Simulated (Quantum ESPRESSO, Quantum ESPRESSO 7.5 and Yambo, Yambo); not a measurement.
## A GW chain in Yambo: BaTiO3 (P4mm)

Wanted: ground state, empty states, screening and self-energy for BaTiO3 (P4mm).

Calculated with Quantum ESPRESSO 7.5 and Yambo 5.3.0; PBE and many-body steps on it, plane waves.

The database entry behind the starting cell differs from later determinations by our own check (c/a about 0.6 % short), so it need not match the best structure at ambient conditions.

### Step 1. The structure

Symmetry: P4mm, No. 99, tetragonal system. Conventional cell: a = 4.000 Å, b = 4.000 Å, c = 4.018 Å, α = 90.00°, β = 90.00°, γ = 90.00°. Nearest to Ba lie 12 O at 2.79 to 2.88 Å. Nearest to Ti lie 6 O at 1.85 to 2.17 Å. Nearest to O lie 2 Ti at 1.85 to 2.17 Å and 4 Ba at 2.83 Å. O has 2 Ti at 2.00 Å and 4 Ba at 2.79 to 2.88 Å nearest. Farther neighbours and most contacts between anions are not listed.

Geometry: measured (diffraction); atoms relaxed with PBE. The runs that relaxed it are not among those shown.

### Step 2. Ground state

This step: Quantum ESPRESSO 7.5; DFT, PBE with spin-orbit coupling, plane waves, norm-conserving pseudopotentials.

The ground-state density comes first.

pw.in reads:

```
&control
  calculation = 'scf'
  prefix = 'x'
  outdir = 'o'
  pseudo_dir = 'pseudo'
/
&system
  ibrav = 0
  nat = 5
  ntyp = 3
  ecutwfc = 76.0
  nbnd = 52
  force_symmorphic = .true.
  noncolin = .true.
  lspinorb = .true.
/
&electrons
  conv_thr = 1e-10
  electron_maxstep = 80
  mixing_beta = 0.5
/
ATOMIC_SPECIES
  Ba 137.33 Ba.upf
  Ti 47.867 Ti.upf
  O 15.999 O.upf
CELL_PARAMETERS angstrom
  3.9998000000 0.0000000000 0.0000000000
  0.0000000000 3.9998000000 0.0000000000
  0.0000000000 0.0000000000 4.0180000000
ATOMIC_POSITIONS crystal
  Ba 0.0000000000 0.0000000000 0.0007199741
  Ti 0.5000000000 0.5000000000 0.4856287386
  O 0.5000000000 0.5000000000 0.0253431139
  O 0.5000000000 0.0000000000 0.5156540867
  O 0.0000000000 0.5000000000 0.5156540867
K_POINTS automatic
  6 6 6 0 0 0
```

The run is started by

```console
$ OMP_NUM_THREADS=1 mpirun -n 4 pw.x -nk 4 -in pw.in > pw.out
```

Output:

```text
Program PWSCF v.7.5 starts

     This program is part of the open-source Quantum ESPRESSO suite
     for quantum simulation of materials; please cite
         "P. Giannozzi et al., J. Phys.:Condens. Matter 21 395502 (2009);
         "P. Giannozzi et al., J. Phys.:Condens. Matter 29 465901 (2017);
         "P. Giannozzi et al., J. Chem. Phys. 152 154105 (2020);
     in publications or presentations arising from this work. More details at
     Message from routine setup:
     using ibrav=0 with symmetry is DISCOURAGED, use correct ibrav instead

     G-vector sticks info

     bravais-lattice index     =            0
     lattice parameter (alat)  =       7.5585  a.u.
     unit-cell volume          =     433.7935 (a.u.)^3
     number of atoms/cell      =            5
     number of atomic types    =            3
     number of electrons       =        40.00
     number of Kohn-Sham states=           52
     kinetic-energy cutoff     =      76.0000  Ry
     charge density cutoff     =     304.0000  Ry
     scf convergence threshold =      1.0E-10
     mixing beta               =       0.5000
     number of iterations used =            8  plain     mixing
     Exchange-correlation= PBE
                           (   1   4   3   4   0   0   0)
     Non magnetic calculation with spin-orbit

     celldm(1)=   7.558527  celldm(2)=   0.000000  celldm(3)=   0.000000
     celldm(4)=   0.000000  celldm(5)=   0.000000  celldm(6)=   0.000000

     crystal axes: (cart. coord. in units of alat)
               a(1) = (   1.000000   0.000000   0.000000 )
               a(2) = (   0.000000   1.000000   0.000000 )
               a(3) = (   0.000000   0.000000   1.004550 )

     reciprocal axes: (cart. coord. in units 2 pi/alat)
               b(1) = (  1.000000  0.000000  0.000000 )
               b(2) = (  0.000000  1.000000  0.000000 )
               b(3) = (  0.000000  0.000000  0.995470 )
     Pseudo is Norm-conserving + core correction, Zval = 10.0
     Generated using ONCVPSP code by D. R. Hamann
     Using radial grid of 1958 points, 10 beta functions with:
     Pseudo is Norm-conserving + core correction, Zval = 12.0
     Generated using ONCVPSP code by D. R. Hamann
     Using radial grid of 1586 points, 10 beta functions with:
     Pseudo is Norm-conserving + core correction, Zval =  6.0
     Generated using ONCVPSP code by D. R. Hamann
     Using radial grid of  936 points,  8 beta functions with:
     Ba               10.00   137.33000     Ba( 1.00)
     Ti               12.00    47.86700     Ti( 1.00)
     O                 6.00    15.99900     O ( 1.00)

      8 Sym. Ops. (no inversion) found

   Cartesian axes

     site n.     atom                  positions (alat units)
         1        Ba     tau(   1) = (   0.0000000   0.0000000   0.0007233  )
         2        Ti     tau(   2) = (   0.5000000   0.5000000   0.4878385  )
         3        O      tau(   3) = (   0.5000000   0.5000000   0.0254584  )
         4        O      tau(   4) = (   0.5000000   0.0000000   0.5180004  )
         5        O      tau(   5) = (   0.0000000   0.5000000   0.5180004  )

     number of k points=    40
                       cart. coord. in units 2pi/alat
        k(    1) = (   0.0000000   0.0000000   0.0000000), wk =   0.0046296
        k(    2) = (   0.0000000   0.0000000   0.1659117), wk =   0.0092593
        k(    3) = (   0.0000000   0.0000000   0.3318235), wk =   0.0092593
        k(    4) = (   0.0000000   0.0000000  -0.4977352), wk =   0.0046296
        k(    5) = (   0.0000000   0.1666667   0.0000000), wk =   0.0185185
        k(    6) = (   0.0000000   0.1666667   0.1659117), wk =   0.0370370
        k(    7) = (   0.0000000   0.1666667   0.3318235), wk =   0.0370370
        k(    8) = (   0.0000000   0.1666667  -0.4977352), wk =   0.0185185
        k(    9) = (   0.0000000   0.3333333   0.0000000), wk =   0.0185185
        k(   10) = (   0.0000000   0.3333333   0.1659117), wk =   0.0370370
     [... 28 further rows ...]
        k(   39) = (  -0.5000000  -0.5000000   0.3318235), wk =   0.0092593
        k(   40) = (  -0.5000000  -0.5000000  -0.4977352), wk =   0.0046296

     Dense  grid:    38811 G-vectors     FFT dimensions: (  45,  45,  45)

     Initial potential from superposition of free atoms

     starting charge      39.9818, renormalised to      40.0000
     Starting wfcs are   54 randomized atomic wfcs

     per-process dynamical memory:   138.7 Mb

     Self-consistent Calculation

     iteration #  1     ecut=    76.00 Ry     beta= 0.50

     total energy              =    -273.99349827 Ry
     estimated scf accuracy    <       1.91480108 Ry

     iteration #  2     ecut=    76.00 Ry     beta= 0.50

     total energy              =    -273.51945288 Ry
     estimated scf accuracy    <       6.49273937 Ry

     iteration #  3     ecut=    76.00 Ry     beta= 0.50

     total energy              =    -274.80143801 Ry
     estimated scf accuracy    <       0.33152655 Ry

     iteration #  4     ecut=    76.00 Ry     beta= 0.50

     total energy              =    -274.74844463 Ry
     estimated scf accuracy    <       0.14190958 Ry

     iteration #  5     ecut=    76.00 Ry     beta= 0.50

     total energy              =    -274.78510519 Ry
     estimated scf accuracy    <       0.01805366 Ry

     iteration #  6     ecut=    76.00 Ry     beta= 0.50

     total energy              =    -274.78379897 Ry
     estimated scf accuracy    <       0.00668077 Ry

     iteration #  7     ecut=    76.00 Ry     beta= 0.50

     total energy              =    -274.78439932 Ry
     estimated scf accuracy    <       0.00023348 Ry

     iteration #  8     ecut=    76.00 Ry     beta= 0.50

     total energy              =    -274.78449164 Ry
     estimated scf accuracy    <       0.00014902 Ry

     iteration #  9     ecut=    76.00 Ry     beta= 0.50

     total energy              =    -274.78448656 Ry
     estimated scf accuracy    <       0.00003279 Ry

     iteration # 10     ecut=    76.00 Ry     beta= 0.50

     total energy              =    -274.78449235 Ry
     estimated scf accuracy    <       0.00000013 Ry

     iteration # 11     ecut=    76.00 Ry     beta= 0.50

     total energy              =    -274.78449242 Ry
     estimated scf accuracy    <       0.00000002 Ry

     iteration # 12     ecut=    76.00 Ry     beta= 0.50

     total energy              =    -274.78449242 Ry
     estimated scf accuracy    <          4.3E-09 Ry

     iteration # 13     ecut=    76.00 Ry     beta= 0.50

     total energy              =    -274.78449242 Ry
     estimated scf accuracy    <          1.1E-10 Ry

     iteration # 14     ecut=    76.00 Ry     beta= 0.50

     End of self-consistent calculation

          k = 0.0000 0.0000 0.0000 (  4929 PWs)   bands (ev):

   -46.0656 -46.0656 -22.7627 -22.7627 -22.1256 -22.1256 -22.0841 -22.0841
   -14.3768 -14.3768  -6.4476  -6.4476  -5.8224  -5.8224  -5.7124  -5.7124
    -0.9117  -0.9117   1.0015   1.0015   1.0085   1.0085   7.9469   7.9469
     8.1553   8.1553   8.1750   8.1750   9.0747   9.0747   9.0879   9.0879
     9.2783   9.2783   9.9822   9.9822  10.1063  10.1063  10.1331  10.1331
    12.2731  12.2731  12.5781  12.5781  12.6022  12.6022  14.5078  14.5078
    14.6953  14.6953  15.4332  15.4332

          k = 0.0000 0.0000 0.1659 (  4865 PWs)   bands (ev):

   -46.0653 -46.0653 -22.7669 -22.7669 -22.1337 -22.1337 -22.0836 -22.0836
   -14.3486 -14.3486  -6.4465  -6.4465  -5.8217  -5.8217  -5.7040  -5.7040
    -0.8553  -0.8553   1.0456   1.0456   1.0970   1.0970   7.5976   7.5976
     7.9754   7.9754   8.0859   8.0859   8.8050   8.8050   8.8366   8.8366
[...]
15.3053  15.3053  15.9234  15.9234

          k = 0.0000 0.0000 0.3318 (  4857 PWs)   bands (ev):

[...]
-14.2909 -14.2909  -6.5496  -6.5496  -5.6948  -5.6948  -5.6871  -5.6871
    -0.7486  -0.7486   1.1379   1.1379   1.2785   1.2785   6.7378   6.7378
     7.7678   7.7678   7.8180   7.8180   8.4432   8.4432   8.5389   8.5389
     8.6650   8.6650   8.8070   8.8070   9.7855   9.7855   9.8328   9.8328
    12.3862  12.3862  13.7320  13.7320  13.7563  13.7563  14.5078  14.5078
    16.2087  16.2087  16.9168  17.2249

          k = 0.0000 0.0000-0.4977 (  4878 PWs)   bands (ev):

     [... further k-points ...]

     highest occupied, lowest unoccupied level (ev):    10.4288   12.2731

!    total energy              =    -274.78449242 Ry
     estimated scf accuracy    <          3.7E-12 Ry

     The total energy is the sum of the following terms:
     one-electron contribution =     -71.78444849 Ry
     hartree contribution      =      59.93274281 Ry
     xc contribution           =     -56.13660872 Ry
     ewald contribution        =    -206.79617803 Ry

     convergence has been achieved in  14 iterations

     XML data file, charge density, pseudopotentials, collected wavefunctions

=------------------------------------------------------------------------------=
   JOB DONE.
=------------------------------------------------------------------------------=
```

Run time: 1.9 min. Hardware: 4 MPI ranks of Arm Neoverse V2, shared host; peak memory 0.85 GiB; 7.4 min of CPU time.

This step gave:

| Property | Result |
| --- | --- |
| total energy | -3738.6335 eV |
| gap | 1.844 eV |
| k of the valence top | -0.5, -0.5, -0.5 |
| k of the conduction bottom | 0, 0, 0 |
| least direct gap | 2.140 eV |

The gap is indirect, with the least direct gap 0.30 eV higher.

### Step 3. Bands along the symmetry lines

The cheap functional maps the bands first; the places of the edges decide which points the dearer methods must see.

pw.in reads:

```
&control
  calculation = 'bands'
  prefix = 'x'
  outdir = 'o'
  pseudo_dir = 'pseudo'
/
&system
  ibrav = 0
  nat = 5
  ntyp = 3
  ecutwfc = 76.0
  nbnd = 52
  force_symmorphic = .true.
  noncolin = .true.
  lspinorb = .true.
/
&electrons
  conv_thr = 1e-9
  electron_maxstep = 80
  diago_full_acc = .true.
  diago_thr_init = 5e-6
/
ATOMIC_SPECIES
  Ba 137.33 Ba.upf
  Ti 47.867 Ti.upf
  O 15.999 O.upf
CELL_PARAMETERS angstrom
  3.9998000000 0.0000000000 0.0000000000
  0.0000000000 3.9998000000 0.0000000000
  0.0000000000 0.0000000000 4.0180000000
ATOMIC_POSITIONS crystal
  Ba 0.0000000000 0.0000000000 0.0007199741
  Ti 0.5000000000 0.5000000000 0.4856287386
  O 0.5000000000 0.5000000000 0.0253431139
  O 0.5000000000 0.0000000000 0.5156540867
  O 0.0000000000 0.5000000000 0.5156540867
K_POINTS crystal
  75
  0.00000000 0.00000000 0.00000000 1
  0.00000000 0.06250000 0.00000000 1
  0.00000000 0.12500000 0.00000000 1
  0.00000000 0.18750000 0.00000000 1
  0.00000000 0.25000000 0.00000000 1
  0.00000000 0.31250000 0.00000000 1
  0.00000000 0.37500000 0.00000000 1
  0.00000000 0.43750000 0.00000000 1
  0.00000000 0.50000000 0.00000000 1
  0.06250000 0.50000000 0.00000000 1
  0.12500000 0.50000000 0.00000000 1
  0.18750000 0.50000000 0.00000000 1
  0.25000000 0.50000000 0.00000000 1
  0.31250000 0.50000000 0.00000000 1
  0.37500000 0.50000000 0.00000000 1
  0.43750000 0.50000000 0.00000000 1
  0.50000000 0.50000000 0.00000000 1
  0.43750000 0.43750000 0.00000000 1
  0.37500000 0.37500000 0.00000000 1
  0.31250000 0.31250000 0.00000000 1
  0.25000000 0.25000000 0.00000000 1
  0.18750000 0.18750000 0.00000000 1
  0.12500000 0.12500000 0.00000000 1
  0.06250000 0.06250000 0.00000000 1
  0.00000000 0.00000000 0.00000000 1
  0.00000000 0.00000000 0.06250000 1
  0.00000000 0.00000000 0.12500000 1
  0.00000000 0.00000000 0.18750000 1
  0.00000000 0.00000000 0.25000000 1
  0.00000000 0.00000000 0.31250000 1
  0.00000000 0.00000000 0.37500000 1
  0.00000000 0.00000000 0.43750000 1
  0.00000000 0.00000000 0.50000000 1
  0.00000000 0.06250000 0.50000000 1
  0.00000000 0.12500000 0.50000000 1
  0.00000000 0.18750000 0.50000000 1
  0.00000000 0.25000000 0.50000000 1
  0.00000000 0.31250000 0.50000000 1
  0.00000000 0.37500000 0.50000000 1
  0.00000000 0.43750000 0.50000000 1
  0.00000000 0.50000000 0.50000000 1
  0.06250000 0.50000000 0.50000000 1
  0.12500000 0.50000000 0.50000000 1
  0.18750000 0.50000000 0.50000000 1
  0.25000000 0.50000000 0.50000000 1
  0.31250000 0.50000000 0.50000000 1
  0.37500000 0.50000000 0.50000000 1
  0.43750000 0.50000000 0.50000000 1
  0.50000000 0.50000000 0.50000000 1
  0.43750000 0.43750000 0.50000000 1
  0.37500000 0.37500000 0.50000000 1
  0.31250000 0.31250000 0.50000000 1
  0.25000000 0.25000000 0.50000000 1
  0.18750000 0.18750000 0.50000000 1
  0.12500000 0.12500000 0.50000000 1
  0.06250000 0.06250000 0.50000000 1
  0.00000000 0.00000000 0.50000000 1
  0.00000000 0.50000000 0.00000000 1
  0.00000000 0.50000000 0.06250000 1
  0.00000000 0.50000000 0.12500000 1
  0.00000000 0.50000000 0.18750000 1
  0.00000000 0.50000000 0.25000000 1
  0.00000000 0.50000000 0.31250000 1
  0.00000000 0.50000000 0.37500000 1
  0.00000000 0.50000000 0.43750000 1
  0.00000000 0.50000000 0.50000000 1
  0.50000000 0.50000000 0.00000000 1
  0.50000000 0.50000000 0.06250000 1
  0.50000000 0.50000000 0.12500000 1
  0.50000000 0.50000000 0.18750000 1
  0.50000000 0.50000000 0.25000000 1
  0.50000000 0.50000000 0.31250000 1
  0.50000000 0.50000000 0.37500000 1
  0.50000000 0.50000000 0.43750000 1
  0.50000000 0.50000000 0.50000000 1
```

Output:

```text
[banner, memory and clock lines left out]
Program PWSCF v.7.5 starts

     Atomic positions and unit cell read from directory:
     o/x.save/

     Message from routine setup:
     using ibrav=0 with symmetry is DISCOURAGED, use correct ibrav instead

     G-vector sticks info

     bravais-lattice index     =            0
     lattice parameter (alat)  =       7.5585  a.u.
     unit-cell volume          =     433.7935 (a.u.)^3
     number of atoms/cell      =            5
     number of atomic types    =            3
     number of electrons       =        40.00
     number of Kohn-Sham states=           52
     kinetic-energy cutoff     =      76.0000  Ry
     charge density cutoff     =     304.0000  Ry
     Exchange-correlation= PBE
                           (   1   4   3   4   0   0   0)
     Non magnetic calculation with spin-orbit

     celldm(1)=   7.558527  celldm(2)=   0.000000  celldm(3)=   0.000000
     celldm(4)=   0.000000  celldm(5)=   0.000000  celldm(6)=   0.000000

     crystal axes: (cart. coord. in units of alat)
               a(1) = (   1.000000   0.000000   0.000000 )
               a(2) = (   0.000000   1.000000   0.000000 )
               a(3) = (   0.000000   0.000000   1.004550 )

     reciprocal axes: (cart. coord. in units 2 pi/alat)
               b(1) = (  1.000000  0.000000  0.000000 )
               b(2) = (  0.000000  1.000000  0.000000 )
               b(3) = (  0.000000  0.000000  0.995470 )
     Pseudo is Norm-conserving + core correction, Zval = 10.0
     Generated using ONCVPSP code by D. R. Hamann
     Using radial grid of 1958 points, 10 beta functions with:
     Pseudo is Norm-conserving + core correction, Zval = 12.0
     Generated using ONCVPSP code by D. R. Hamann
     Using radial grid of 1586 points, 10 beta functions with:
     Pseudo is Norm-conserving + core correction, Zval =  6.0
     Generated using ONCVPSP code by D. R. Hamann
     Using radial grid of  936 points,  8 beta functions with:
     Ba               10.00   137.33000     Ba( 1.00)
     Ti               12.00    47.86700     Ti( 1.00)
     O                 6.00    15.99900     O ( 1.00)

      8 Sym. Ops. (no inversion) found

   Cartesian axes

     site n.     atom                  positions (alat units)
         1        Ba     tau(   1) = (   0.0000000   0.0000000   0.0007233  )
         2        Ti     tau(   2) = (   0.5000000   0.5000000   0.4878385  )
         3        O      tau(   3) = (   0.5000000   0.5000000   0.0254584  )
         4        O      tau(   4) = (   0.5000000   0.0000000   0.5180004  )
         5        O      tau(   5) = (   0.0000000   0.5000000   0.5180004  )

     number of k points=    75
                       cart. coord. in units 2pi/alat
        k(    1) = (   0.0000000   0.0000000   0.0000000), wk =   0.0133333
        k(    2) = (   0.0000000   0.0625000   0.0000000), wk =   0.0133333
        k(    3) = (   0.0000000   0.1250000   0.0000000), wk =   0.0133333
[...]
[... 63 further rows ...]
        k(   74) = (   0.5000000   0.5000000   0.4355183), wk =   0.0133333
        k(   75) = (   0.5000000   0.5000000   0.4977352), wk =   0.0133333

     Dense  grid:    38811 G-vectors     FFT dimensions: (  45,  45,  45)

     The potential is recalculated from file :
     o/x.save/charge-density

     Starting wfcs are   54 randomized atomic wfcs

     Band Structure Calculation

     End of band structure calculation

          k = 0.0000 0.0000 0.0000 (  4929 PWs)   bands (ev):

   -46.0655 -46.0655 -22.7626 -22.7626 -22.1256 -22.1256 -22.0841 -22.0841
   -14.3769 -14.3768  -6.4476  -6.4476  -5.8224  -5.8224  -5.7124  -5.7124
    -0.9117  -0.9117   1.0015   1.0015   1.0085   1.0085   7.9469   7.9469
[...]
14.6953  14.6953  15.4332  15.4340

          k = 0.0000 0.0625 0.0000 (  4885 PWs)   bands (ev):

[...]
14.7408  14.7439  15.5097  15.5103

          k = 0.0000 0.1250 0.0000 (  4865 PWs)   bands (ev):

[...]
14.9892  14.9950  15.7305  15.7318

[...]
k = 0.5000 0.5000 0.4355 (  4804 PWs)   bands (ev):

[...]
17.2427  17.2427  17.3001  17.3001

          k = 0.5000 0.5000 0.4977 (  4800 PWs)   bands (ev):

[...]
8.1710   8.1710  10.2833  10.2833  10.2942  10.2942  10.4288  10.4288
    14.6573  14.6573  14.6769  14.6769  14.6870  14.6870  16.9399  16.9399
    17.1471  17.1474  17.2036  17.2037

     XML data file, pseudopotentials, collected wavefunctions
```

Run time: 53 s. Hardware: 4 MPI ranks; peak memory 0.45 GiB; 3.5 min of CPU time.

This step gave:

| Quantity | Value |
| --- | --- |
| gap | 1.844 eV |
| k of the valence top | 0.5, 0.5, 0.5 |
| k of the conduction bottom | 0, 0, 0 |
| least direct gap | 2.140 eV |

The gap is 1.844 eV, as in the run before at this level.

The electronic bands at the labelled points (eV, zero at the top of the highest filled band):

```tsv
point	band 37	band 38	band 39	band 40	band 41	band 42	band 43	band 44
Γ	-0.32	-0.32	-0.30	-0.30	1.84	1.84	2.15	2.15
halfway	-0.77	-0.76	-0.63	-0.61	2.21	2.21	2.79	2.79
X	-1.05	-1.05	-0.92	-0.92	2.28	2.28	3.55	3.55
halfway	-1.10	-1.08	-0.50	-0.49	2.87	2.89	3.61	3.62
M	-0.97	-0.97	-0.07	-0.07	3.62	3.62	3.64	3.64
halfway	-0.92	-0.91	-0.50	-0.49	2.73	2.76	2.95	2.96
Γ	-0.32	-0.32	-0.30	-0.30	1.84	1.84	2.15	2.15
halfway	-0.56	-0.56	-0.50	-0.50	1.92	1.92	2.94	2.94
Z	-0.72	-0.72	-0.68	-0.68	2.00	2.00	3.65	3.65
halfway	-1.10	-1.07	-0.63	-0.63	2.85	2.85	3.67	3.67
R	-0.81	-0.81	-0.21	-0.21	3.58	3.58	3.68	3.68
halfway	-0.52	-0.51	-0.17	-0.17	3.87	3.88	3.90	3.91
A	-0.13	-0.13	0.00	0.00	4.23	4.23	4.25	4.25
halfway	-0.69	-0.69	-0.62	-0.62	3.34	3.35	3.80	3.80
Z	-0.72	-0.72	-0.68	-0.68	2.00	2.00	3.65	3.65
jump to X	-1.05	-1.05	-0.92	-0.92	2.28	2.28	3.55	3.55
halfway	-1.18	-1.18	-0.60	-0.60	3.01	3.01	3.57	3.57
R	-0.81	-0.81	-0.21	-0.21	3.58	3.58	3.68	3.68
jump to M	-0.97	-0.97	-0.07	-0.07	3.62	3.62	3.64	3.64
halfway	-0.66	-0.66	-0.04	-0.04	3.91	3.91	3.92	3.92
A	-0.13	-0.13	0.00	0.00	4.23	4.23	4.25	4.25
```

(Continued in part 2 of 3.)

[Paths, hosts, dates, memory and timing lines, banners, echoed tables and standing remarks are left out of the program output.]

[Logs are printed without paths, hosts, clocks, repeated set-up lines and the standing remarks that a program may print on its own settings, such as how far it seeks lower states.]

[Runs of the session that timed out or met a known fault of the program may be left out.]

[Hosts, paths, dates, database ids (printed as entryN), source tags and the programs' standing remarks are cut or masked in the printed files.]
